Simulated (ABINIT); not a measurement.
# Ba2TaBiO6 (R-3): G0W0 in ABINIT against the bands in the screening, part 2 of 2

Aim: move the bands in the screening of a G0W0 run on Ba2TaBiO6 (R-3) over a wide range.

ABINIT 10.8.3; LDA and many-body steps on it, plane waves. Known limits of the many-body steps: not at the basis limit; exchange with frozen shells missing; no spin-orbit coupling; coarse k mesh.

So far. Step 2 (Screening, 2×2×2 mesh, 50 bands, screening to 130.6 eV): Local fields lower ε∞ by 7 %. On a Γ-centred mesh this coarse the value itself is usually too large, while a short band sum pulls it down. Step 5 (66 bands): The gap on the mesh goes from 2.57 eV to 4.01 eV, a correction of +1.44 eV.

## (6) Screening, 2×2×2 mesh, 150 bands, screening to 130.6 eV

This step: RPA screening on LDA, plane waves, norm-conserving pseudopotentials.

run.abi

```
acell 3*1.0 Angstrom
rprim 
  3.075626834241 1.775713980676 4.956223105800
  -3.075626834241 1.775713980676 4.956223105800
  0.000000000000 -3.551427961352 4.956223105800
ntypat 4
znucl 56 73 83 8
natom 10
typat 1 1 2 3 4 4 4 4 4 4
xred 
  0.748816000000 0.748816000000 0.748816000000
  0.251184000000 0.251184000000 0.251184000000
  0.500000000000 0.500000000000 0.500000000000
  0.000000000000 0.000000000000 0.000000000000
  0.725510000000 0.218856000000 0.322035000000
  0.218856000000 0.322035000000 0.725510000000
  0.322035000000 0.725510000000 0.218856000000
  0.274490000000 0.781144000000 0.677965000000
  0.677965000000 0.274490000000 0.781144000000
  0.781144000000 0.677965000000 0.274490000000
pp_dirpath "pseudos"
pseudos "Ba.upf, Ta.upf, Bi.upf, O.upf"
ecut 36
ngkpt 2 2 2
nshiftk 1
shiftk 0 0 0
kptopt 1
chksymbreak 0
istwfk *1
occopt 1
irdwfk 1
optdriver 3
nband 150
ecuteps 4.8
inclvkb 2
awtr 1
symchi 1
indata_prefix "in"
outdata_prefix "out"
tmpdata_prefix "tmp"
```

Run with:

```sh
OMP_NUM_THREADS=1 mpirun -n 8 abinit run.abi > log
```

The program printed:

```text
.Version 10.8.3 of ABINIT. v10.8.2 released Aug 2026.

 Symmetries : space group R-3 (#148); Bravais hR (rhombohedral)
[... echo of the input left out ...]
== DATASET  1 ==================================================================
-   mpi_nproc: 8, omp_nthreads: 1 (-1 if OMP is not activated)

--- !DatasetInfo
iteration_state: {dtset: 1, }
dimensions: {natom: 10, nkpt: 4, mband: 150, nsppol: 1, nspinor: 1, nspden: 1, mpw: 11312, }
cutoff_energies: {ecut:  36.0, pawecutdg:  -1.0, }
[...]
--------------------------------------------------------------------------------
[... chi0 elements left out ...]
 For q-point:  0.000010 0.000020 0.000030
  dielectric constant =   6.5540
  dielectric constant without local fields =   7.1567

  Average fulfillment of the sum rule on Im[epsilon] for q-point    1 :     53.82  [%]
[... wings left out ...]
  q-point number  2        q = ( 0.500000, 0.000000, 0.000000) [r.l.u.]
--------------------------------------------------------------------------------
[... chi0 elements left out ...]
  Average fulfillment of the sum rule on Im[epsilon] for q-point    2 :     61.68  [%]

 [... 2 further q-points ...]
```

Wall time 43 s (8 MPI ranks of AMD EPYC 9B14 (Zen 4), shared host); peak memory 5.2 GiB; 5.7 min of CPU time.

This step gave:

| Property | Result |
| --- | --- |
| ε∞ with local fields, on this mesh, along the program's q direction | 6.554 |
| the same without local fields | 7.157 |
| plasma frequency | 26.70 eV |
| plane waves in the screening matrix | 537 |

## (7) 150 bands

This step: G0W0 on LDA, plane waves, norm-conserving pseudopotentials.

run.abi, as its differences from that of step 6:

```diff
@@ -31,8 +31,19 @@
 irdwfk 1
-optdriver 3
+optdriver 4
 nband 150
+gwcalctyp 0
+ecutsigx 36
+symsigma 1
+nkptgw 3
+kptgw 
+  0.5000000000 0.5000000000 0.5000000000
+  0.5000000000 0.0000000000 0.0000000000
+  0.0000000000 0.0000000000 0.0000000000
+bdgw 
+  41 45
+  41 44
+  40 44
 ecuteps 4.8
-inclvkb 2
-awtr 1
-symchi 1
+irdscr 1
+ppmodel 1
 indata_prefix "in"
```

The program printed:

```text
.Version 10.8.3 of ABINIT. v10.8.2 released Aug 2026.

 Symmetries : space group R-3 (#148); Bravais hR (rhombohedral)
[... echo of the input left out ...]
== DATASET  1 ==================================================================
-   mpi_nproc: 8, omp_nthreads: 1 (-1 if OMP is not activated)

--- !DatasetInfo
iteration_state: {dtset: 1, }
dimensions: {natom: 10, nkpt: 4, mband: 150, nsppol: 1, nspinor: 1, nspden: 1, mpw: 11312, }
cutoff_energies: {ecut:  36.0, pawecutdg:  -1.0, }
[...]
Band     E0 <VxcDFT>   SigX SigC(E0)      Z dSigC/dE  Sig(E)    E-E0       E
[...]
43   9.016 -13.028  -8.888  -2.664   0.830  -0.205 -11.803   1.225  10.241
       44   9.195 -15.313  -9.486  -3.484   0.815  -0.227 -13.404   1.909  11.105

== END DATASET(S) ==============================================================
================================================================================

 -outvars: echo values of variables after computation  --------
           etotal      0.0000000000E+00
            nband         150
             nkpt           4
          spgroup         148
 [... the other variables as echoed above ...]

 Calculation completed.
```

Elapsed: 23 s, on 8 MPI ranks; peak memory 2.6 GiB.

Numbers from this step:

```
G0W0 gap on the points computed              : 3.683 eV
starting gap on the mesh                     : 2.566 eV
k of the valence top                         : 0.5, 0.5, 0.5
k of the conduction bottom                   : 0.5, 0, 0
least direct G0W0 gap on the computed points : 3.718 eV
```

Against the run before, the gap moves by −0.325 eV.

## (8) Screening, 2×2×2 mesh, 292 bands, screening to 130.6 eV

This step: RPA screening on LDA, plane waves, norm-conserving pseudopotentials.

run.abi, as its differences from that of step 7:

```diff
@@ -31,19 +31,8 @@
 irdwfk 1
-optdriver 4
-nband 150
-gwcalctyp 0
-ecutsigx 36
-symsigma 1
-nkptgw 3
-kptgw 
-  0.5000000000 0.5000000000 0.5000000000
-  0.5000000000 0.0000000000 0.0000000000
-  0.0000000000 0.0000000000 0.0000000000
-bdgw 
-  41 45
-  41 44
-  40 44
+optdriver 3
+nband 292
 ecuteps 4.8
-irdscr 1
-ppmodel 1
+inclvkb 2
+awtr 1
+symchi 1
 indata_prefix "in"
```

The program printed:

```text
.Version 10.8.3 of ABINIT. v10.8.2 released Aug 2026.

 Symmetries : space group R-3 (#148); Bravais hR (rhombohedral)
[... echo of the input left out ...]
== DATASET  1 ==================================================================
-   mpi_nproc: 8, omp_nthreads: 1 (-1 if OMP is not activated)

--- !DatasetInfo
iteration_state: {dtset: 1, }
dimensions: {natom: 10, nkpt: 4, mband: 292, nsppol: 1, nspinor: 1, nspden: 1, mpw: 11312, }
cutoff_energies: {ecut:  36.0, pawecutdg:  -1.0, }
[...]
--------------------------------------------------------------------------------
[... chi0 elements left out ...]
 For q-point:  0.000010 0.000020 0.000030
  dielectric constant =   6.5768
  dielectric constant without local fields =   7.1931

  Average fulfillment of the sum rule on Im[epsilon] for q-point    1 :     77.83  [%]
[... wings left out ...]
  q-point number  2        q = ( 0.500000, 0.000000, 0.000000) [r.l.u.]
--------------------------------------------------------------------------------
[... chi0 elements left out ...]
  Average fulfillment of the sum rule on Im[epsilon] for q-point    2 :     83.71  [%]

 [... 2 further q-points ...]
```

Run time: 89 s. Hardware: 8 MPI ranks; peak memory 6 GiB.

This step gave:

```yaml
eps_infinity_with_local_fields_on_this_mesh_along_the_program_s_q_direction: 6.577
the_same_without_local_fields: 7.193
plasma_frequency: 26.70 eV
plane_waves_in_the_screening_matrix: 537
```

## (9) 292 bands

This step: G0W0 on LDA, plane waves, norm-conserving pseudopotentials.

run.abi, as its differences from that of step 8:

```diff
@@ -31,8 +31,19 @@
 irdwfk 1
-optdriver 3
-nband 292
+optdriver 4
+nband 150
+gwcalctyp 0
+ecutsigx 36
+symsigma 1
+nkptgw 3
+kptgw 
+  0.5000000000 0.5000000000 0.5000000000
+  0.5000000000 0.0000000000 0.0000000000
+  0.0000000000 0.0000000000 0.0000000000
+bdgw 
+  41 45
+  41 44
+  40 44
 ecuteps 4.8
-inclvkb 2
-awtr 1
-symchi 1
+irdscr 1
+ppmodel 1
 indata_prefix "in"
```

The program printed:

```text
.Version 10.8.3 of ABINIT. v10.8.2 released Aug 2026.

 Symmetries : space group R-3 (#148); Bravais hR (rhombohedral)
[... echo of the input left out ...]
== DATASET  1 ==================================================================
-   mpi_nproc: 8, omp_nthreads: 1 (-1 if OMP is not activated)

--- !DatasetInfo
iteration_state: {dtset: 1, }
dimensions: {natom: 10, nkpt: 4, mband: 150, nsppol: 1, nspinor: 1, nspden: 1, mpw: 11312, }
cutoff_energies: {ecut:  36.0, pawecutdg:  -1.0, }
[...]
Band     E0 <VxcDFT>   SigX SigC(E0)      Z dSigC/dE  Sig(E)    E-E0       E
[...]
43   9.016 -13.028  -8.888  -2.712   0.831  -0.203 -11.841   1.187  10.203
       44   9.195 -15.313  -9.486  -3.529   0.818  -0.223 -13.434   1.879  11.074

== END DATASET(S) ==============================================================
================================================================================

 -outvars: echo values of variables after computation  --------
           etotal      0.0000000000E+00
            nband         150
             nkpt           4
          spgroup         148
 [... the other variables as echoed above ...]

 Calculation completed.
```

It took 23 s on 8 MPI ranks; peak memory 2.6 GiB.

This step gave:

```
G0W0 gap on the points computed              : 3.597 eV
starting gap on the mesh                     : 2.566 eV
k of the valence top                         : 0.5, 0.5, 0.5
k of the conduction bottom                   : 0.5, 0, 0
least direct G0W0 gap on the computed points : 3.633 eV
```

Against the run before, the gap moves by −0.086 eV.

## (10) The runs together

Times are wall times on 8 MPI ranks of AMD EPYC 9B14 (Zen 4), shared host, good to a factor of about two. A run's time includes the screening step that it read.

| run | mesh | bands | screening cutoff (eV) | DFT gap (eV) | gap on the mesh (eV) | direct (eV) | ε∞ used | time |
| --- | --- | --- | --- | --- | --- | --- | --- | --- |
| 50 bands | 2×2×2 | 150 | 130.6 | 2.566 | 4.635 | 4.668 | 5.11 | 31 s |
| 66 bands | 2×2×2 | 150 | 130.6 | 2.566 | 4.008 | 4.043 | 6.28 | 36 s |
| 150 bands | 2×2×2 | 150 | 130.6 | 2.566 | 3.683 | 3.718 | 6.55 | 66 s |
| 292 bands | 2×2×2 | 150 | 130.6 | 2.566 | 3.597 | 3.633 | 6.58 | 1.9 min |

## (11) Summary of results

| Property | Result |
| --- | --- |
| 50 bands | 4.635 eV |
| 66 bands | 4.008 eV |
| 150 bands | 3.683 eV |
| 292 bands | 3.597 eV |
| known limits | not at the basis limit; exchange with frozen shells missing; no spin-orbit coupling; coarse k mesh |

In words: The setting moved: bands in the screening. From 50 bands to 292 bands the gap moves by −1.04 eV, for 3.6 times the time. The last step still moves it by −0.086 eV. Bands and screening cutoff are coupled, so a series along one setting does not show full convergence. Bands and cutoff are finite, so the gap is not at the basis limit. The miss can reach some tenths of an eV and take either sign; the mesh is an error of its own. In the first G0W0 run levels were corrected at 3 k points alone, so a gap called «on the mesh» is the least over those, and an edge elsewhere would be missed. The 2×2×2 mesh is coarse for this cell, which bears on the long-range parts of exchange and screening. Where an edge is built on 6p states of lead, bismuth or thallium, scalar-relativistic gaps usually stand too wide, by a few tenths to over one eV. The norm-conserving file of at least one element keeps a d shell over frozen s and p shells of the same row. Exchange with those shells is missing from the self-energy, an error of 0.3 to 0.9 eV in cases checked, whose sign depends on which edge lies on those atoms. The many-body steps are scalar-relativistic: spin-orbit coupling is not in them.

[Paths, hosts, dates, memory and timing lines, banners, echoed tables and standing remarks are left out of the program output.]

[Logs are printed without paths, hosts, clocks, repeated set-up lines and the standing remarks that a program may print on its own settings, such as how far it seeks lower states.]

[Runs of the session that timed out or met a known fault of the program may be left out.]

[No measured gap is set beside runs whose start may be inverted or whose files or cutoffs have a known fault.]

[Hosts, paths, dates, database ids (printed as entryN), source tags and the programs' standing remarks are cut or masked in the printed files.]

[G0W0 gaps are taken among the corrected bands and points alone; a level outside them can change the order at an edge.]

[Where Ansatz stands beside ABINIT at settings called matched, ABINIT's density can come from a denser mesh and the files from another edition; pairs whose starting gaps differed by over 0.03 eV were left out, so agreement reads better than it is.]
